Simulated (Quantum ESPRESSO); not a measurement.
# Wannier-interpolated electron–phonon scattering in WC (P-6m2), part 2 of 6

How strongly do phonons scatter the electrons of WC (P-6m2), and how dense must the meshes be?

Quantum ESPRESSO 7.5; DFT LDA, scalar-relativistic, plane waves, PseudoDojo 0.4.1 norm-conserving pseudopotentials.

So far. Step 2 (Relaxation): The volume ends at 10.11 Å³ an atom, -2.6 % from the start. Step 3 (Ground state): The Fermi level lies at 20.85 eV and the pressure is -0.03 GPa.

## Step 4: Phonons on the coarse mesh

ph.x gives the dynamical matrices and the changes of the potential on a coarse q mesh, which EPW interpolates.

ph.in

```
phonons
&INPUTPH
  prefix       = 'x'
  outdir       = './tmp'
  tr2_ph       = 1.0d-14
  fildyn       = 'x.dyn'
  fildvscf     = 'dvscf'
  ldisp        = .true.
  nq1          = 3
  nq2          = 3
  nq3          = 3
  alpha_mix(1) = 0.5
  amass(1)     = 183.84
  amass(2)     = 12.011
/
```

Started as:

```bash
OMP_NUM_THREADS=1 mpirun -n 8 ph.x -nk 8 -in ph.in > ph.out
```

What it wrote:

```text
[banner, memory and clock lines left out]
Program PHONON v.7.5

     ./tmp/x.save/

     IMPORTANT: XC functional enforced from input :
     Exchange-correlation= PW
                           (   1   4   0   0   0   0   0)
     Any further DFT definition will be discarded
     Please, verify this is what you really want

     G-vector sticks info

     Reading collected, re-writing distributed wavefunctions in ./tmp/

     Dynamical matrices for ( 3, 3, 3)  uniform grid of q-points
     (   6 q-points):
       N         xq(1)         xq(2)         xq(3)
       1   0.000000000   0.000000000   0.000000000
       2   0.000000000   0.000000000   0.342058843
       3   0.000000000   0.384900177   0.000000000
       4   0.000000000   0.384900177   0.342058843
       5   0.333333333   0.577350265   0.000000000
       6   0.333333333   0.577350265   0.342058843

     Number and degeneracy of irreps per q-point
       N         xq(1)         xq(2)         xq(3)   N irreps
       1   0.000000000   0.000000000   0.000000000       4
        2   2   1   1
       2   0.000000000   0.000000000   0.342058843       4
        1   1   2   2
       3   0.000000000   0.384900177   0.000000000       6
     No degeneracy
       4   0.000000000   0.384900177   0.342058843       6
     No degeneracy
       5   0.333333333   0.577350265   0.000000000       6
     No degeneracy
       6   0.333333333   0.577350265   0.342058843       6
     No degeneracy

     Saving dvscf to file. Distribute only q points, not irreducible representations.

     Calculation of q =    0.0000000   0.0000000   0.0000000

     phonons

     bravais-lattice index     =            0
     lattice parameter (alat)  =       5.4477  a.u.
     unit-cell volume          =     136.4430 (a.u.)^3
     number of atoms/cell      =            2
     number of atomic types    =            2
     kinetic-energy cut-off    =      82.0000  Ry
     charge density cut-off    =     328.0000  Ry
     convergence threshold     =      1.0E-14
     beta                      =       0.5000
     number of iterations used =            4
     Exchange-correlation= PW
                           (   1   4   0   0   0   0   0)

     celldm(1)=    5.44771  celldm(2)=    0.00000  celldm(3)=    0.00000
     celldm(4)=    0.00000  celldm(5)=    0.00000  celldm(6)=    0.00000

     crystal axes: (cart. coord. in units of alat)
               a(1) = (  1.0000  0.0000  0.0000 )
               a(2) = ( -0.5000  0.8660  0.0000 )
               a(3) = (  0.0000  0.0000  0.9745 )

     reciprocal axes: (cart. coord. in units 2 pi/alat)
               b(1) = (  1.0000  0.5774 -0.0000 )
               b(2) = (  0.0000  1.1547  0.0000 )
               b(3) = (  0.0000 -0.0000  1.0262 )

     Atoms inside the unit cell:

     Cartesian axes

     site n.  atom      mass           positions (alat units)
        1  W     183.8400   tau(    1) = (    0.00000    0.00000    0.00000  )
        2  C      12.0110   tau(    2) = (    0.50000    0.28868    0.48725  )

     Computing dynamical matrix for
                    q = (   0.0000000   0.0000000   0.0000000 )

     13 Sym.Ops. (with q -> -q+G )

     G cutoff =  246.5713  (  13687 G-vectors)     FFT grid: ( 32, 32, 32)

     number of k points=    60  Marzari-Vanderbilt smearing, width (Ry)=  0.0200

     PseudoPot. # 1 for W  read from file:
     ./pseudo/W.upf
     Pseudo is Norm-conserving + core correction, Zval = 14.0
     Using radial grid of 1380 points,  8 beta functions with:
                l(1) =   0
                l(2) =   0
                l(3) =   1
                l(4) =   1
                l(5) =   2
                l(6) =   2
                l(7) =   3
                l(8) =   3

     PseudoPot. # 2 for C  read from file:
     ./pseudo/C.upf
     Pseudo is Norm-conserving + core correction, Zval =  4.0
     Using radial grid of 1234 points,  4 beta functions with:
                l(1) =   0
                l(2) =   0
                l(3) =   1
                l(4) =   1

     Mode symmetry, D_3h (-62m) point group:

     Atomic displacements:
     There are    4 irreducible representations

     Representation     1      2 modes -  To be done

     Representation     2      2 modes -  To be done

     Representation     3      1 modes -  To be done

     Representation     4      1 modes -  To be done

     Alpha used in Ewald sum =   2.8000

     Representation #   1 modes #   1   2

     Self-consistent Calculation

     Pert. #  1: Fermi energy shift (Ry) =     1.4456E-19     7.5232E-37
     Pert. #  2: Fermi energy shift (Ry) =    -1.3733E-18    -1.5046E-36

      thresh= 1.000E-02 alpha_mix =  0.500 |ddv_scf|^2 =  7.028E-07

     Pert. #  1: Fermi energy shift (Ry) =     2.8912E-19     0.0000E+00
     Pert. #  2: Fermi energy shift (Ry) =    -1.1203E-18    -2.3265E-39

      thresh= 8.383E-05 alpha_mix =  0.500 |ddv_scf|^2 =  2.260E-08

     Pert. #  1: Fermi energy shift (Ry) =     2.1684E-19    -6.1224E-41
     Pert. #  2: Fermi energy shift (Ry) =    -1.5540E-18    -1.2245E-40

      thresh= 1.503E-05 alpha_mix =  0.500 |ddv_scf|^2 =  7.506E-10

     Pert. #  1: Fermi energy shift (Ry) =     8.6736E-19    -1.5306E-41
     Pert. #  2: Fermi energy shift (Ry) =    -9.0350E-19    -7.6530E-41

      thresh= 2.740E-06 alpha_mix =  0.500 |ddv_scf|^2 =  2.831E-11

     Pert. #  1: Fermi energy shift (Ry) =     1.3010E-18    -5.7397E-42
     Pert. #  2: Fermi energy shift (Ry) =    -2.6382E-18     6.6963E-42

      thresh= 5.320E-07 alpha_mix =  0.500 |ddv_scf|^2 =  3.522E-13

     Pert. #  1: Fermi energy shift (Ry) =    -6.5052E-19     4.7831E-42
     Pert. #  2: Fermi energy shift (Ry) =    -2.6744E-18     9.5662E-43

      thresh= 5.934E-08 alpha_mix =  0.500 |ddv_scf|^2 =  7.671E-15

     End of self-consistent calculation

     Convergence has been achieved

     Representation #   2 modes #   3   4

     Self-consistent Calculation

     Pert. #  1: Fermi energy shift (Ry) =     2.4575E-18    -8.7770E-37
     Pert. #  2: Fermi energy shift (Ry) =    -4.3368E-19    -3.7616E-37

      thresh= 1.000E-02 alpha_mix =  0.500 |ddv_scf|^2 =  8.319E-06

     Pert. #  1: Fermi energy shift (Ry) =    -5.0596E-19    -2.9387E-39
     Pert. #  2: Fermi energy shift (Ry) =    -3.2526E-19     1.9592E-39

      thresh= 2.884E-04 alpha_mix =  0.500 |ddv_scf|^2 =  1.609E-07

[...]
thresh= 4.011E-05 alpha_mix =  0.500 |ddv_scf|^2 =  5.255E-09

[...]
thresh= 7.249E-06 alpha_mix =  0.500 |ddv_scf|^2 =  8.504E-11

[...]
thresh= 9.222E-07 alpha_mix =  0.500 |ddv_scf|^2 =  1.523E-12

[...]
kinetic-energy cutoff     =      82.0000  Ry
     charge density cutoff     =     328.0000  Ry
     Exchange-correlation= PW
                           (   1   4   0   0   0   0   0)

     celldm(1)=   5.447713  celldm(2)=   0.000000  celldm(3)=   0.000000
     celldm(4)=   0.000000  celldm(5)=   0.000000  celldm(6)=   0.000000

     crystal axes: (cart. coord. in units of alat)
               a(1) = (   1.000000   0.000000   0.000000 )
               a(2) = (  -0.500000   0.866025   0.000000 )
               a(3) = (   0.000000   0.000000   0.974491 )

     reciprocal axes: (cart. coord. in units 2 pi/alat)
               b(1) = (  1.000000  0.577350 -0.000000 )
               b(2) = (  0.000000  1.154701  0.000000 )
               b(3) = (  0.000000 -0.000000  1.026177 )

     PseudoPot. # 1 for W  read from file:
     ./pseudo/W.upf
     Pseudo is Norm-conserving + core correction, Zval = 14.0
     Using radial grid of 1380 points,  8 beta functions with:
                l(1) =   0
                l(2) =   0
                l(3) =   1
                l(4) =   1
[...]
PseudoPot. # 2 for C  read from file:
     ./pseudo/C.upf
     Pseudo is Norm-conserving + core correction, Zval =  4.0
     Using radial grid of 1234 points,  4 beta functions with:
[...]
atomic species   valence    mass     pseudopotential
     W                14.00   183.84000     W ( 1.00)
     C                 4.00    12.01100     C ( 1.00)

     12 Sym. Ops. (no inversion) found

   Cartesian axes

     site n.     atom                  positions (alat units)
         1        W      tau(   1) = (   0.0000000   0.0000000   0.0000000  )
         2        C      tau(   2) = (   0.5000000   0.2886751   0.4872456  )

     number of k points=   522  Marzari-Vanderbilt smearing, width (Ry)=  0.0200

     Number of k-points >= 100: set verbosity='high' to print them.

     Dense  grid:    13687 G-vectors     FFT dimensions: (  32,  32,  32)

     The potential is recalculated from file :
     ./tmp/_ph0/x.q_6/x.save/charge-density

     Starting wfcs are   14 atomic wfcs

     Band Structure Calculation
     Davidson diagonalization with overlap

     ethr =  5.56E-11,  avg # of iterations = 16.0

     End of band structure calculation

     Number of k-points >= 100: set verbosity='high' to print the bands.

     the Fermi energy is    20.8506 ev

     Writing config to output data dir ./tmp/_ph0/x.q_6/x.save/ :
     XML data file

     phonons

     bravais-lattice index     =            0
     lattice parameter (alat)  =       5.4477  a.u.
     unit-cell volume          =     136.4430 (a.u.)^3
     number of atoms/cell      =            2
     number of atomic types    =            2
     kinetic-energy cut-off    =      82.0000  Ry
     charge density cut-off    =     328.0000  Ry
     convergence threshold     =      1.0E-14
     beta                      =       0.5000
     number of iterations used =            4
     Exchange-correlation= PW
                           (   1   4   0   0   0   0   0)

     celldm(1)=    5.44771  celldm(2)=    0.00000  celldm(3)=    0.00000
     celldm(4)=    0.00000  celldm(5)=    0.00000  celldm(6)=    0.00000

     crystal axes: (cart. coord. in units of alat)
               a(1) = (  1.0000  0.0000  0.0000 )
               a(2) = ( -0.5000  0.8660  0.0000 )
               a(3) = (  0.0000  0.0000  0.9745 )

     reciprocal axes: (cart. coord. in units 2 pi/alat)
               b(1) = (  1.0000  0.5774 -0.0000 )
               b(2) = (  0.0000  1.1547  0.0000 )
               b(3) = (  0.0000 -0.0000  1.0262 )

     Atoms inside the unit cell:

     Cartesian axes

     site n.  atom      mass           positions (alat units)
        1  W     183.8400   tau(    1) = (    0.00000    0.00000    0.00000  )
        2  C      12.0110   tau(    2) = (    0.50000    0.28868    0.48725  )

     Computing dynamical matrix for
                    q = (   0.3333333   0.5773503   0.3420588 )

      3 Sym.Ops. (no q -> -q+G )

     G cutoff =  246.5713  (  13687 G-vectors)     FFT grid: ( 32, 32, 32)

     number of k points=   522  Marzari-Vanderbilt smearing, width (Ry)=  0.0200

     PseudoPot. # 1 for W  read from file:
     ./pseudo/W.upf
     Pseudo is Norm-conserving + core correction, Zval = 14.0
     Using radial grid of 1380 points,  8 beta functions with:
[...]
l(5) =   2
                l(6) =   2
                l(7) =   3
                l(8) =   3

     PseudoPot. # 2 for C  read from file:
     ./pseudo/C.upf
     Pseudo is Norm-conserving + core correction, Zval =  4.0
     Using radial grid of 1234 points,  4 beta functions with:
                l(1) =   0
                l(2) =   0
                l(3) =   1
                l(4) =   1

     Mode symmetry, C_3 (3)     point group:

     Atomic displacements:
     There are    6 irreducible representations

     Representation     1      1 modes -  To be done

     Representation     2      1 modes -  To be done

     Representation     3      1 modes -  To be done

     Representation     4      1 modes -  To be done

     Representation     5      1 modes -  To be done

     Representation     6      1 modes -  To be done

     Alpha used in Ewald sum =   2.8000

     Representation #   1 mode #   1

     Self-consistent Calculation

[...]
End of self-consistent calculation

     Convergence has been achieved

     Representation #   2 mode #   2

     Self-consistent Calculation

[...]
End of self-consistent calculation

     Convergence has been achieved

     Representation #   3 mode #   3

     Self-consistent Calculation

[...]
End of self-consistent calculation

     Convergence has been achieved

     Representation #   4 mode #   4

     Self-consistent Calculation

[...]
End of self-consistent calculation

     Convergence has been achieved

     Representation #   5 mode #   5

     Self-consistent Calculation

[...]
End of self-consistent calculation

     Convergence has been achieved

     Representation #   6 mode #   6

     Self-consistent Calculation

      thresh= 1.000E-02 alpha_mix =  0.500 |ddv_scf|^2 =  2.375E-04

      thresh= 1.541E-03 alpha_mix =  0.500 |ddv_scf|^2 =  1.525E-05

      thresh= 3.905E-04 alpha_mix =  0.500 |ddv_scf|^2 =  5.720E-08

      thresh= 2.392E-05 alpha_mix =  0.500 |ddv_scf|^2 =  5.115E-09

      thresh= 7.152E-06 alpha_mix =  0.500 |ddv_scf|^2 =  5.147E-11

      thresh= 7.174E-07 alpha_mix =  0.500 |ddv_scf|^2 =  5.894E-13

      thresh= 7.677E-08 alpha_mix =  0.500 |ddv_scf|^2 =  7.159E-14

      thresh= 2.676E-08 alpha_mix =  0.500 |ddv_scf|^2 =  1.466E-15

     End of self-consistent calculation

     Convergence has been achieved

     Number of q in the star =    4
     List of q in the star:
          1   0.333333333   0.577350265   0.342058843
          2   0.333333333   0.577350265  -0.342058843
          3  -0.333333333   0.577350265   0.342058843
          4  -0.333333333   0.577350265  -0.342058843

     Diagonalizing the dynamical matrix

     q = (    0.333333333   0.577350265   0.342058843 )

 **************************************************************************
     freq (    1) =       6.691518 [THz] =     223.205020 [cm-1]
     freq (    2) =       6.772162 [THz] =     225.895004 [cm-1]
     freq (    3) =       7.235935 [THz] =     241.364802 [cm-1]
     freq (    4) =      19.713565 [THz] =     657.573758 [cm-1]
     freq (    5) =      19.996387 [THz] =     667.007683 [cm-1]
     freq (    6) =      20.526733 [THz] =     684.698124 [cm-1]
 **************************************************************************

     Mode symmetry, C_3 (3)     point group:

     freq (   1-   1) =        223.2  [cm-1]   --> E*
     freq (   2-   2) =        225.9  [cm-1]   --> E
     freq (   3-   3) =        241.4  [cm-1]   --> A
     freq (   4-   4) =        657.6  [cm-1]   --> A
     freq (   5-   5) =        667.0  [cm-1]   --> E
     freq (   6-   6) =        684.7  [cm-1]   --> E*
```

It took 7.3 min on 8 MPI ranks of Arm Neoverse V2, shared host.

This step gave:

| Property | Result |
| --- | --- |
| lowest frequency off the zone centre | 150.8 cm⁻¹ |
| largest magnitude of the acoustic modes at the zone centre, before the sum rule | 2.760 cm⁻¹ |

Frequencies at the irreducible wavevectors:

```
    q1      q2      q3  star  mode 1 (cm⁻¹)  mode 2 (cm⁻¹)  mode 3 (cm⁻¹)  mode 4 (cm⁻¹)  mode 5 (cm⁻¹)  mode 6 (cm⁻¹)
     0       0       0     1           -2.8           -2.8            2.2          603.6          629.1          629.1
     0       0  0.3333     2          157.8          157.8            258          570.6          570.6          748.6
     0  0.3333       0     6          150.8          168.4          240.7          618.3          646.2          698.8
     0  0.3333  0.3333    12            197          219.4          252.7            623          647.9          719.9
0.3333  0.3333       0     2            204          226.3          246.7          626.6          665.5          689.6
0.3333  0.3333  0.3333     4          223.2          225.9          241.4          657.6            667          684.7
```

The lowest mode off the zone centre lies at 151 cm⁻¹ and the highest of all solved modes at 749 cm⁻¹, so the solved wavevectors are stable. The acoustic modes at the centre lie within 2.8 cm⁻¹ of zero before the sum rule is imposed.

## Step 5: Bands for the check

Bands on a path serve later as the test of the Wannier interpolation; inside the frozen window, points that lie on the coarse mesh match by construction, and those between them test it.

bands.in

```
&CONTROL
  calculation = 'bands'
  prefix      = 'x'
  outdir      = './tmp'
  pseudo_dir  = './pseudo'
  verbosity   = 'high'
/
&SYSTEM
  ibrav       = 0
  nat         = 2
  ntyp        = 2
  ecutwfc     = 82.0
  occupations = 'smearing'
  smearing    = 'mv'
  degauss     = 0.02
  nbnd        = 42
/
&ELECTRONS
  conv_thr = 1.0d-10
/
ATOMIC_SPECIES
 W     183.8400  W.upf
 C      12.0110  C.upf
CELL_PARAMETERS angstrom
     2.882805600    0.000000000    0.000000000
    -1.441402800    2.496582900    0.000000000
     0.000000000    0.000000000    2.809268700
ATOMIC_POSITIONS crystal
 W      0.000000000   0.000000000   0.000000000
 C      0.666666700   0.333333300   0.500000000
K_POINTS crystal
52
 0.00000000 0.00000000 0.00000000 0.01923077
 0.04545455 0.00000000 0.00000000 0.01923077
 0.09090909 0.00000000 0.00000000 0.01923077
 0.13636364 0.00000000 0.00000000 0.01923077
[the list of k-points goes on]
```

Started as:

```bash
OMP_NUM_THREADS=1 mpirun -n 8 pw.x -nk 8 -in bands.in > bands.out
```

What it wrote:

```text
[banner, memory and clock lines left out]
[...]
number of Kohn-Sham states=           42
     number of k points=    52  Marzari-Vanderbilt smearing, width (Ry)=  0.0200
```

Run time: 6.2 s. Hardware: 8 MPI ranks.

## Step 6: States on the coarse mesh

Wannier functions need the states on a full uniform k mesh, and the couplings need it to be a multiple of the q mesh.

nscf.in

```
&CONTROL
  calculation = 'nscf'
  prefix      = 'x'
  outdir      = './tmp'
  pseudo_dir  = './pseudo'
  verbosity   = 'high'
/
&SYSTEM
  ibrav       = 0
  nat         = 2
  ntyp        = 2
  ecutwfc     = 82.0
  occupations = 'smearing'
  smearing    = 'mv'
  degauss     = 0.02
  nbnd        = 42
/
&ELECTRONS
  conv_thr = 1.0d-11
/
ATOMIC_SPECIES
 W     183.8400  W.upf
 C      12.0110  C.upf
CELL_PARAMETERS angstrom
     2.882805600    0.000000000    0.000000000
    -1.441402800    2.496582900    0.000000000
     0.000000000    0.000000000    2.809268700
ATOMIC_POSITIONS crystal
 W      0.000000000   0.000000000   0.000000000
 C      0.666666700   0.333333300   0.500000000
K_POINTS crystal
729
 0.00000000 0.00000000 0.00000000 0.00137174
 0.00000000 0.00000000 0.11111111 0.00137174
 0.00000000 0.00000000 0.22222222 0.00137174
 0.00000000 0.00000000 0.33333333 0.00137174
[the list of k-points goes on]
```

Started as:

```bash
OMP_NUM_THREADS=1 mpirun -n 8 pw.x -nk 8 -in nscf.in > nscf.out
```

What it wrote:

```text
[banner, memory and clock lines left out]
[...]
number of Kohn-Sham states=           42
     number of k points=   729  Marzari-Vanderbilt smearing, width (Ry)=  0.0200
     the Fermi energy is    20.8506 ev
```

Wall time 74 s (8 MPI ranks).

(Continued in part 3 of 6.)

[The logs of pw.x and epw.x are selected lines.]

[Logs are printed without paths, hosts, clocks, repeated set-up lines and the standing remarks that a program may print on its own settings, such as how far it seeks lower states.]

[Hosts, paths, dates, database ids (printed as entryN), source tags and the programs' standing remarks are cut or masked in the printed files.]
